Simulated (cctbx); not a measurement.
# Reading a Patterson map

Space group P-6m2 (no. 187), a = 6.8400 Å, b = 6.8400 Å, c = 10.5370 Å, α = 90.00°, β = 90.00°, γ = 120.00°, content Er1 Ag1 Mg14.

The data are simulated with cctbx, not measured: Mo Kα, λ = 0.71073 Å, to d = 0.8 Å, 80 % of the full sphere, strongest reflection 20000 counts, noise from counting, a 2 % proportional error and a noise floor of 15 counts (s.d.); no absorption, some extinction.

Patterson synthesis, origin scaled to 1000:

```text
Patterson group P 6/m m m
      u       v       w   height  length (A)
  0.000   0.000   0.000   1000.0     0.00
  0.000   0.000   0.500    886.7     5.27
  0.000   0.500   0.000    341.6     3.42
  0.000   0.500   0.500    340.8     6.28
  0.333   0.667   0.250    163.6     4.75
  0.168   0.337   0.250    162.6     3.30
  0.086   0.172   0.053     13.2     1.16
  0.053   0.105   0.095     12.0     1.18
  0.000   0.129   0.074     11.7     1.18
  0.086   0.172   0.448     11.3     4.83
  0.097   0.194   0.000     10.5     1.15
  0.000   0.000   0.405     10.1     4.27
  0.051   0.102   0.404      9.9     4.30
  0.000   0.000   0.106      9.8     1.12
```

**Question.** Which atom pairs make the peaks, and where is the heaviest atom?

A peak at u stands for all pairs with xi − xj = u, with weight Σ ZiZj against Σ Z² = 8849 at the origin. Peak heights follow these weights only roughly, since form factors, motion and series ripples differ, all vectors within 0.55 Å of a peak are counted as merged into it though the farther ones add only part of their weight, and F(000) is left out, which lowers the whole map:

| u | v | w | shortest length (Å) | height | 1000 ΣZiZj/ΣZ² | pairs in the cell |
| --- | --- | --- | --- | --- | --- | --- |
| 0.000 | 0.000 | 0.500 | 5.27 | 887 | 950 | 2 × Er–Ag, 14 × Mg–Mg |
| 0.000 | 0.500 | 0.000 | 3.42 | 342 | 507 | 12 × Mg–Mg, 2 × Er–Mg, 2 × Ag–Mg |
| 0.000 | 0.500 | 0.500 | 6.28 | 341 | 507 | 12 × Mg–Mg, 2 × Er–Mg, 2 × Ag–Mg |
| 0.333 | 0.667 | 0.250 | 4.74 | 164 | 254 | 6 × Mg–Mg, 1 × Er–Mg, 1 × Ag–Mg |
| 0.168 | 0.337 | 0.250 | 3.31 | 163 | 254 | 6 × Mg–Mg, 1 × Er–Mg, 1 × Ag–Mg |

The table stops at ten peaks or at a height of 45, below which ripples compete. In the model behind the data Er, the heaviest element, has 1 independent site: (0, 0, 1/2), up to an allowed shift of origin. No listed peak is a Er–Er vector, so the position follows from the cell content and the cross vectors. The whole model:

```csv
atom,mult.,x,y,z,Ueq (Å²)
Er1,1,0,0,1/2,0.0095
Ag1,1,0,0,0,0.0127
Mg1,2,2/3,1/3,0.7497,0.0179
Mg2,6,0.6615,0.8307,0.7487,0.0205
Mg3,3,0.4967,0.5033,1/2,0.0192
Mg4,3,0.4957,0.5043,0,0.0192
```

The model was made for the exercise: a known structure type with other elements put in, its volume estimated, not relaxed; displacement parameters are assumed.

[Logs are printed without paths, hosts, clocks, repeated set-up lines and the standing remarks that a program may print on its own settings, such as how far it seeks lower states.]
